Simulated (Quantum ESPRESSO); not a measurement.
Records of electronic-structure calculations.

## Magnetic state of BaCoSO from several starts

The structure is orthorhombic, space group Cmcm (No. 63). The conventional cell has a = 4.035 Å, b = 12.914 Å, c = 6.180 Å, α = 90.00°, β = 90.00°, γ = 90.00°. Nearest to Ba lie 4 O at 2.93 Å and 5 S at 3.24 to 3.93 Å and 7 Co at 3.36 to 3.77 Å. Nearest to Co lie 2 O at 1.97 Å and 2 S at 2.37 Å. Nearest to S lie 2 Co at 2.37 Å and 5 Ba at 3.24 to 3.93 Å. O has 2 Co at 1.97 Å and 4 Ba at 2.93 Å nearest. Farther neighbours and most contacts between anions are not listed.

```xyz
8
Lattice="2.0177 -6.4569 0.0000 2.0177 6.4569 0.0000 0.0000 0.0000 6.1795" Properties=species:S:1:pos:R:3 pbc="T T T"
Ba    2.0177   -1.4673    1.5449
Ba    2.0177    1.4673    4.6347
Co    2.0177   -5.2383    1.5449
Co    2.0177    5.2383    4.6347
S     2.0177    2.4592    1.5449
S     2.0177   -2.4592    4.6347
O     0.0000    0.0000    3.0898
O     0.0000    0.0000    0.0000
```

```yaml
method: LDA; plane waves with GBRV 1.5 LDA potentials, no spin-orbit coupling (and 1 further level or step)
program: Quantum ESPRESSO 7.5
settings_of_one_run: GBRV 1.5 LDA, cutoff 544.23 eV, 6×6×6 k-mesh, 54 bands, fermi-dirac occupations, smearing width 0.05 eV, collinear spin, SCF threshold 1.60e-8, mesh matched on, starting moments 0 0 3 3 0 0 0 0 μB
cost: 2 runs, 11 min in all on 4 MPI ranks of Arm Neoverse V1, shared host (the runs of this entry)
notes: The run is spin-polarised, with a total moment of 5.99 μB a cell (absolute 6.07). No Hubbard term acts here. In such compounds local and semilocal functionals without one often delocalise the d electrons, and can shrink or lose moments and miss the size, sign and order of the couplings. The smearing term is large for its width, so states at the Fermi level are partly filled: at this level the cell is a metal or has a gap of a few widths at most.
lowest_state_found: ferromagnetic (from ferro ++)
largest_site_moment: 2.22 μB
next_state_with_moments: antiferromagnetic, 14.8 meV a seeded atom higher
```

This is the lowest of 2 collinear or spinless starts, no proof of the ground state. A computed site moment is spin alone and hangs on the region that is counted: the program's spheres do not touch and miss the tail of the moment. Measured moments hold any orbital part as well, and belong to the order of the sample, which need not be the order of this run.

[Logs and program files are shortened in this print: banners, set-up blocks, solver, clock and traceback lines can be left out without a mark of their own.]

[Logs are printed without paths, hosts, clocks, repeated set-up lines and the standing remarks that a program may print on its own settings, such as how far it seeks lower states.]

[Hosts, paths, dates, database ids (printed as entryN), source tags and the programs' standing remarks are cut or masked in the printed files.]

[Where a cell is said to come from a database of computed structures, the database is the Materials Project.]
